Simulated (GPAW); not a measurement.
# Work function of 1T-NiSTe monolayer at several levels

Aim: the work function of both faces of 1T-NiSTe monolayer, and its spread over functionals and bases.

Main program and level: GPAW 26.7.0; GPAW, PAW setups; layer in a repeated cell with vacuum, relaxation of atoms and in-plane cell, in the first sound run; inputs show where later runs differ.

## (1) The structure

The cell holds 3 atoms: 1 Te, 1 Ni and 1 S. Its edges and angles: a = 3.565 Å, b = 3.565 Å, c = 18.341 Å, α = 90.0°, β = 90.0°, γ = 120.0°. Vacuum lies along c.

As a file:

```
Te Ni S
1.0
     3.56500    0.00000    0.00000
    -1.78250    3.08738    0.00000
     0.00000    0.00000   18.34140
Te Ni S
1 1 1
Direct
  0.66667 0.33333 0.43617
  0.00000 0.00000 0.51507
  0.33333 0.66667 0.56383
```

## (2) Relaxation

Forces are removed first; all later runs use this geometry.

run.py reads:

```python
import json
import numpy as np
from ase import Atoms
from ase.filters import FrechetCellFilter
from ase.optimize import BFGS
from gpaw import GPAW, PW

slab = Atoms(
    ['Te', 'Ni', 'S'],
    positions=[
        [1.78250, 1.02913, 8.00000],
        [0.00000, 0.00000, 9.44701],
        [-0.00000, 2.05825, 10.34144]],
    cell=[[3.565, 0.0, 0.0], [-1.7825, 3.08738, 0.0], [0.0, 0.0, 18.3414]],
    pbc=[True, True, True])

slab.calc = GPAW(mode=PW(600), xc='PBE', kpts={'size': (9, 9, 1), 'gamma': True},
                 occupations={'name': 'fermi-dirac', 'width': 0.05}, nbands='160%',
                 convergence={'density': 1e-05}, maxiter=200,
                 symmetry={'tolerance': 1e-3}, txt='slab.txt')
result = {}
# The in-plane cell is free; stress needs a cell that repeats along all three vectors
path = []
opt = BFGS(FrechetCellFilter(slab, mask=[1, 1, 0, 0, 0, 1]), maxstep=0.2)
opt.attach(lambda: path.append((slab.get_potential_energy(), slab.positions.tolist(), slab.get_forces().tolist())))
result['relaxed'] = bool(opt.run(fmax=0.02, steps=45))
result['path'] = path
result['cell'] = slab.cell.tolist()
print('in-plane lattice', slab.cell.cellpar().round(4)[[0, 1, 5]])
energy = slab.get_potential_energy()
fermi = slab.calc.get_fermi_level()
v = slab.calc.get_electrostatic_potential().mean((0, 1)) - fermi
n = slab.calc.get_pseudo_density().mean((0, 1))
L = slab.cell[2, 2]
z = np.arange(len(v)) * L / len(v)
low, high = slab.positions[:, 2].min(), slab.positions[:, 2].max()
below, above = np.interp([low - 5.8, high + 5.8], z, v)
slopes = [np.interp(x, z, np.gradient(v, z)) for x in (low - 5.8, high + 5.8)]
eps = np.array([[slab.calc.get_eigenvalues(k, s) for k in range(len(slab.calc.get_ibz_k_points()))]
                for s in range(slab.calc.get_number_of_spins())]) - fermi
top, bottom = eps[eps < 0].max(), eps[eps > 0].min()
dipole = slab.get_dipole_moment()[2]
print(f'energy {energy:.4f} eV, Fermi level {fermi:.4f} eV, dipole {dipole:.5f} e A')
print(f'potential 5.8 A off the faces, from the Fermi level: lower {below:.4f} eV, upper {above:.4f} eV')
print(f'slope of the potential there: lower {slopes[0]:.5f}, upper {slopes[1]:.5f} eV/A')
print(f'nearest levels on the mesh: {top:.4f} and {bottom:.4f} eV')
print('magnetic moment', round(slab.get_magnetic_moment(), 3))
result.update(energy=energy, fermi=fermi, dipole=dipole, below=below, above=above, slopes=slopes, edges=[top, bottom],
              z=z.tolist(), v=v.tolist(), n=n.tolist(), positions=slab.positions.tolist(),
              forces=slab.get_forces(apply_constraint=False).tolist(), moments=slab.get_magnetic_moments().tolist())
json.dump(result, open('result.json', 'w'))
```

Run with:

```
> OMP_NUM_THREADS=1 OPENBLAS_NUM_THREADS=1 python run.py
```

The program printed:

```text
Step          Energy          fmax
BFGS:    0      -14.870536        1.347879
BFGS:    1      -14.916742        1.089657
BFGS:    2      -14.997598        0.169099
BFGS:    3      -14.998884        0.146375
BFGS:    4      -15.000808        0.105333
BFGS:    5      -15.001465        0.076653
BFGS:    6      -15.001895        0.105126
BFGS:    7      -15.002352        0.112804
BFGS:    8      -15.003131        0.096216
BFGS:    9      -15.003844        0.056059
BFGS:   10      -15.004169        0.016488
in-plane lattice [  3.5664   3.5664 120.    ]
energy -14.9964 eV, Fermi level -1.5291 eV, dipole -0.12282 e A
potential 5.8 A off the faces, from the Fermi level: lower 4.8331 eV, upper 5.2941 eV
slope of the potential there: lower -0.10975, upper -0.10984 eV/A
nearest levels on the mesh: -0.0456 and 0.0818 eV
magnetic moment 0.0
```

The job ended after 9 min (1 thread of Arm Neoverse V1, shared host; peak memory 0.33 GiB).

This run has no spin polarisation, although Ni can carry a moment.

Numbers from this step:

```yaml
dipole_along_the_normal: -0.1228 e·Å
levels_nearest_the_fermi_level_on_the_mesh: -0.04559, 0.08184 eV from the Fermi level
```

Table of electrostatic potential energy of an electron (without an applied field's), less the Fermi level, planar mean by z:

z (Å), electrostatic potential energy of an electron (without an applied field's), less the Fermi level, planar mean (eV) and a bar from the least value:
```
      0.0        5.1 #############################
      0.5        5.0 #############################
      1.0        5.0 #############################
      1.5        4.9 #############################
      2.0        4.8 #############################
      2.5        4.8 #############################
      3.0        4.7 #############################
      3.5        4.7 #############################
      4.0        4.6 #############################
      4.5        4.6 #############################
      5.0        4.5 #############################
      5.5        4.4 #############################
      6.0        4.1 ############################
      6.5        3.1 ###########################
      7.0       -0.5 #######################
      7.5      -11.6 ##########
      8.0      -20.6 
      8.5       -9.2 #############
      9.0       -6.4 ################
      9.5       -8.7 ##############
     10.0       -7.8 ###############
     10.5      -14.3 #######
     11.0       -1.8 ######################
     11.5        4.1 ############################
     12.0        5.4 ##############################
     12.5        5.6 ##############################
     13.0        5.6 ##############################
     13.5        5.6 ##############################
     14.0        5.5 ##############################
     14.5        5.5 ##############################
     15.0        5.4 ##############################
     15.5        5.4 ##############################
     16.0        5.3 ##############################
     16.5        5.3 ##############################
     17.0        5.2 ##############################
     17.5        5.2 #############################
     18.0        5.1 #############################
```

The pseudo valence density, planar mean by z:

```tsv
z (Å)	pseudo valence density, planar mean (e/Å³)
4.0	6.5e-5
4.5	2.4e-4
5.0	9.1e-4
5.5	0.00348
6.0	0.0136
6.5	0.0520
7.0	0.172
7.5	0.282
8.0	0.136
8.5	0.389
9.0	0.912
9.5	1.80
10.0	0.575
10.5	0.341
11.0	0.282
11.5	0.0898
12.0	0.0198
12.5	0.00425
13.0	9.5e-4
13.5	2.2e-4
14.0	5.5e-5
```

The relaxation lowered the energy of the cell by 0.137 eV (energies extrapolated to zero smearing; the optimiser's log prints free energies). The largest force left on a free atom is 0.016 eV/Å.

## (3) Plane waves, PBE

The work function is the vacuum plateau of the electrostatic potential less the Fermi level; a dipole layer lets the two faces have plateaus of their own.

This step: GPAW, PAW setups; slab in vacuum (GPAW 26.7.0).

The cell differs from the one that the last finished run ended in (c 18.341 → 18.542 Å).

run.py: that of step 2 with these lines changed.

```diff
@@ -3,4 +3,2 @@
 from ase import Atoms
-from ase.filters import FrechetCellFilter
-from ase.optimize import BFGS
 from gpaw import GPAW, PW
@@ -10,21 +8,14 @@
     positions=[
-        [1.78250, 1.02913, 8.00000],
-        [0.00000, 0.00000, 9.44701],
-        [-0.00000, 2.05825, 10.34144]],
-    cell=[[3.565, 0.0, 0.0], [-1.7825, 3.08738, 0.0], [0.0, 0.0, 18.3414]],
-    pbc=[True, True, True])
+        [1.78318, 1.02952, 8.00000],
+        [-0.00000, -0.00000, 9.45965],
+        [-0.00000, 2.05903, 10.54173]],
+    cell=[[3.56635, -0.0, 0.0], [-1.78318, 3.08855, 0.0], [0.0, 0.0, 18.5417]],
+    pbc=[True, True, False])
 
-slab.calc = GPAW(mode=PW(600), xc='PBE', kpts={'size': (9, 9, 1), 'gamma': True},
+slab.calc = GPAW(mode=PW(400), xc='PBE', kpts={'size': (9, 9, 1), 'gamma': True},
                  occupations={'name': 'fermi-dirac', 'width': 0.05}, nbands='160%',
                  convergence={'density': 1e-05}, maxiter=200,
+                 poissonsolver={'dipolelayer': 'xy'},
                  symmetry={'tolerance': 1e-3}, txt='slab.txt')
 result = {}
-# The in-plane cell is free; stress needs a cell that repeats along all three vectors
-path = []
-opt = BFGS(FrechetCellFilter(slab, mask=[1, 1, 0, 0, 0, 1]), maxstep=0.2)
-opt.attach(lambda: path.append((slab.get_potential_energy(), slab.positions.tolist(), slab.get_forces().tolist())))
-result['relaxed'] = bool(opt.run(fmax=0.02, steps=45))
-result['path'] = path
-result['cell'] = slab.cell.tolist()
-print('in-plane lattice', slab.cell.cellpar().round(4)[[0, 1, 5]])
 energy = slab.get_potential_energy()
```

The program printed:

```text
energy -14.9308 eV, Fermi level -1.5830 eV, dipole -0.08929 e A
potential 5.8 A off the faces, from the Fermi level: lower 4.3555 eV, upper 5.8179 eV
slope of the potential there: lower -0.00016, upper -0.00023 eV/A
nearest levels on the mesh: -0.0453 and 0.0812 eV
magnetic moment 0.0
```

It took 34 s on 1 thread; peak memory 0.19 GiB.

This step gave:

* dipole along the normal: -0.08929 e·Å
* levels nearest the Fermi level on the mesh: -0.04530, 0.08117 eV from the Fermi level
* upper work function: 5.818 eV
* lower work function: 4.355 eV

Electrostatic potential energy of an electron (without an applied field's), less the Fermi level, planar mean against z:

z (Å), electrostatic potential energy of an electron (without an applied field's), less the Fermi level, planar mean (eV) and a bar from the least value:
```
      0.0        5.1 #############################
      0.5        4.4 ############################
      1.0        4.4 ############################
      1.5        4.4 ############################
      2.0        4.4 ############################
      2.5        4.4 ############################
      3.0        4.4 ############################
      3.5        4.4 ############################
      4.0        4.4 ############################
      4.5        4.3 ############################
      5.0        4.3 ############################
      5.5        4.3 ############################
      6.0        4.1 ############################
      6.5        3.3 ###########################
      7.0        0.3 ########################
      7.5       -9.5 #############
      8.0      -20.8 
      8.5      -10.8 ###########
      9.0       -6.0 #################
      9.5       -8.9 #############
     10.0       -7.2 ###############
     10.5      -14.5 #######
     11.0       -3.4 ####################
     11.5        3.7 ############################
     12.0        5.4 #############################
     12.5        5.7 ##############################
     13.0        5.8 ##############################
     13.5        5.8 ##############################
     14.0        5.8 ##############################
     14.5        5.8 ##############################
     15.0        5.8 ##############################
     15.5        5.8 ##############################
     16.0        5.8 ##############################
     16.5        5.8 ##############################
     17.0        5.8 ##############################
     17.5        5.8 ##############################
     18.0        5.8 ##############################
```

Table of pseudo valence density, planar mean by z:

```tsv
z (Å)	pseudo valence density, planar mean (e/Å³)
0.00	0
0.41	0
1.03	0
1.44	0
2.06	0
2.47	0
2.88	2.7e-6
3.50	1.8e-5
3.91	5.0e-5
4.53	2.3e-4
4.94	6.7e-4
5.36	0.00198
5.97	0.0104
6.39	0.0317
7.00	0.149
7.42	0.287
7.83	0.156
8.45	0.361
8.86	0.483
9.48	1.99
9.89	0.840
10.51	0.353
10.92	0.334
11.33	0.168
11.95	0.0278
12.36	0.00764
12.98	0.00116
13.39	3.4e-4
13.80	1.1e-4
14.42	1.7e-5
14.83	5.1e-6
15.45	0
15.86	0
16.28	0
16.89	0
17.31	0
17.92	0
18.34	0
```

The potential is flat to 2.3e-4 eV/Å where it is read, so the vacuum is wide enough.

## (4) Self-consistent run: xc = "LDA"

The same geometry under LDA, to see how far the functional moves the levels against the vacuum.

run.py: that of step 3 with these lines changed.

```diff
@@ -14,3 +14,3 @@
 
-slab.calc = GPAW(mode=PW(400), xc='PBE', kpts={'size': (9, 9, 1), 'gamma': True},
+slab.calc = GPAW(mode=PW(400), xc='LDA', kpts={'size': (9, 9, 1), 'gamma': True},
                  occupations={'name': 'fermi-dirac', 'width': 0.05}, nbands='160%',
```

The program printed:

```text
energy -17.2505 eV, Fermi level -1.8385 eV, dipole -0.08573 e A
potential 5.8 A off the faces, from the Fermi level: lower 4.6219 eV, upper 6.0259 eV
slope of the potential there: lower -0.00014, upper -0.00022 eV/A
nearest levels on the mesh: -0.0275 and 0.0702 eV
magnetic moment 0.0
```

It took 33 s on 1 thread; peak memory 0.18 GiB.

This step gave:

* dipole along the normal: -0.08573 e·Å
* levels nearest the Fermi level on the mesh: -0.02746, 0.07021 eV from the Fermi level
* upper work function: 6.026 eV
* lower work function: 4.622 eV

The electrostatic potential energy of an electron (without an applied field's), less the Fermi level, planar mean by z:

z (Å), electrostatic potential energy of an electron (without an applied field's), less the Fermi level, planar mean (eV) and a bar from the least value:
```
        0        5.3 #############################
        1        4.6 ############################
        2        4.6 ############################
        3        4.6 ############################
        4        4.6 ############################
        5        4.6 ############################
        6        4.3 ############################
        7        0.6 ########################
        8      -20.5 
        9       -5.7 #################
       10       -6.9 ###############
       11       -3.2 ####################
       12        5.6 #############################
       13        6.0 ##############################
       14        6.0 ##############################
       15        6.0 ##############################
       16        6.0 ##############################
       17        6.0 ##############################
       18        6.0 ##############################
```

Table of pseudo valence density, planar mean by z:

```tsv
z (Å)	pseudo valence density, planar mean (e/Å³)
0.00	0
0.41	0
1.03	0
1.44	0
2.06	0
2.47	0
2.88	2.1e-6
3.50	1.6e-5
3.91	4.4e-5
4.53	2.2e-4
4.94	6.5e-4
5.36	0.00197
5.97	0.0104
6.39	0.0315
7.00	0.148
7.42	0.289
7.83	0.155
8.45	0.362
8.86	0.485
9.48	1.99
9.89	0.840
10.51	0.354
10.92	0.332
11.33	0.167
11.95	0.0281
12.36	0.00779
12.98	0.00116
13.39	3.3e-4
13.80	9.9e-5
14.42	1.5e-5
14.83	4.4e-6
15.45	0
15.86	0
16.28	0
16.89	0
17.31	0
17.92	0
18.34	0
```

Force by atom:

```tsv
atom	x (eV/Å)	y (eV/Å)	z (eV/Å)	size
Te1	0.000	0.000	0.726	0.726
Ni2	0.000	0.000	-0.063	0.063
S3	0.000	0.000	-0.664	0.664
```

The upper face's work function is 6.026 eV, against 5.818 eV in the first plane-wave PBE run at this geometry.

## (5) Self-consistent run: xc = "RPBE"

The same geometry under RPBE, to see how far the functional moves the levels against the vacuum.

run.py: that of step 4 with these lines changed.

```diff
@@ -14,3 +14,3 @@
 
-slab.calc = GPAW(mode=PW(400), xc='LDA', kpts={'size': (9, 9, 1), 'gamma': True},
+slab.calc = GPAW(mode=PW(400), xc='RPBE', kpts={'size': (9, 9, 1), 'gamma': True},
                  occupations={'name': 'fermi-dirac', 'width': 0.05}, nbands='160%',
```

The program printed:

```text
energy -13.8030 eV, Fermi level -1.4868 eV, dipole -0.09091 e A
potential 5.8 A off the faces, from the Fermi level: lower 4.2483 eV, upper 5.7374 eV
slope of the potential there: lower -0.00018, upper -0.00023 eV/A
nearest levels on the mesh: -0.0524 and 0.0855 eV
magnetic moment 0.0
```

It took 33 s on 1 thread; peak memory 0.19 GiB.

This step gave:

```
dipole along the normal                    : -0.09091 e·Å
levels nearest the Fermi level on the mesh : -0.05243, 0.08549 eV from the Fermi level
upper work function                        : 5.737 eV
lower work function                        : 4.248 eV
```

The upper face's work function is 5.737 eV, against 5.818 eV in the first plane-wave PBE run at this geometry.

## (6) Self-consistent run: xc = "vdW-DF2"

The same geometry under vdW-DF2, to see how far the functional moves the levels against the vacuum (the van der Waals functionals take revPBE setups).

run.py: that of step 5 with these lines changed.

```diff
@@ -14,3 +14,3 @@
 
-slab.calc = GPAW(mode=PW(400), xc='RPBE', kpts={'size': (9, 9, 1), 'gamma': True},
+slab.calc = GPAW(mode=PW(400), xc='vdW-DF2', kpts={'size': (9, 9, 1), 'gamma': True},
                  occupations={'name': 'fermi-dirac', 'width': 0.05}, nbands='160%',
```

The program printed:

```text
energy -198.7792 eV, Fermi level -1.8400 eV, dipole -0.09456 e A
potential 5.8 A off the faces, from the Fermi level: lower 4.6882 eV, upper 6.2375 eV
slope of the potential there: lower -0.00039, upper -0.00020 eV/A
nearest levels on the mesh: -0.0560 and 0.0958 eV
magnetic moment 0.0
```

Wall time 44 s (1 thread); peak memory 0.34 GiB.

This step gave:

| Property | Result |
| --- | --- |
| dipole along the normal | -0.09456 e·Å |
| levels nearest the Fermi level on the mesh | -0.05601, 0.09581 eV from the Fermi level |
| upper work function | 6.237 eV |
| lower work function | 4.688 eV |

Electrostatic potential energy of an electron (without an applied field's), less the Fermi level, planar mean against z:

```tsv
z (Å)	electrostatic potential energy of an electron (without an applied field's), less the Fermi level, planar mean (eV)
0.0	5.46
0.5	4.69
1.0	4.69
1.5	4.69
2.0	4.69
2.5	4.69
3.0	4.69
3.5	4.69
4.0	4.69
4.5	4.68
5.0	4.66
5.5	4.58
6.0	4.33
6.5	3.43
7.0	0.307
7.5	-9.59
8.0	-21.0
8.5	-11.0
9.0	-6.25
9.5	-9.07
10.0	-7.25
10.5	-14.5
11.0	-3.26
11.5	3.93
12.0	5.71
12.5	6.11
13.0	6.21
13.5	6.23
14.0	6.24
14.5	6.24
15.0	6.24
15.5	6.24
16.0	6.24
16.5	6.24
17.0	6.24
17.5	6.24
18.0	6.24
```

The upper face's work function is 6.237 eV, against 5.818 eV in the first plane-wave PBE run at this geometry.

## (7) OptPBE vdW: xc = "optPBE-vdW"

The same geometry under optPBE-vdW, to see how far the functional moves the levels against the vacuum (the van der Waals functionals take revPBE setups).

run.py: that of step 6 with these lines changed.

```diff
@@ -14,3 +14,3 @@
 
-slab.calc = GPAW(mode=PW(400), xc='vdW-DF2', kpts={'size': (9, 9, 1), 'gamma': True},
+slab.calc = GPAW(mode=PW(400), xc='optPBE-vdW', kpts={'size': (9, 9, 1), 'gamma': True},
                  occupations={'name': 'fermi-dirac', 'width': 0.05}, nbands='160%',
```

The program printed:

```text
energy -45.6584 eV, Fermi level -1.7564 eV, dipole -0.09123 e A
potential 5.8 A off the faces, from the Fermi level: lower 4.5724 eV, upper 6.0668 eV
slope of the potential there: lower -0.00019, upper -0.00023 eV/A
nearest levels on the mesh: -0.0469 and 0.0848 eV
magnetic moment 0.0
```

Elapsed: 51 s, on 1 thread; peak memory 0.34 GiB.

This step gave:

| Quantity | Value |
| --- | --- |
| dipole along the normal | -0.09123 e·Å |
| levels nearest the Fermi level on the mesh | -0.04687, 0.08480 eV from the Fermi level |
| upper work function | 6.067 eV |
| lower work function | 4.572 eV |

The upper face's work function is 6.067 eV, against 5.818 eV in the first plane-wave PBE run at this geometry.

(Part 1 of 2 ends here.)

[Logs are printed without paths, hosts, clocks, repeated set-up lines and the standing remarks that a program may print on its own settings, such as how far it seeks lower states.]

[Hosts, paths, dates, database ids (printed as entryN), source tags and the programs' standing remarks are cut or masked in the printed files.]
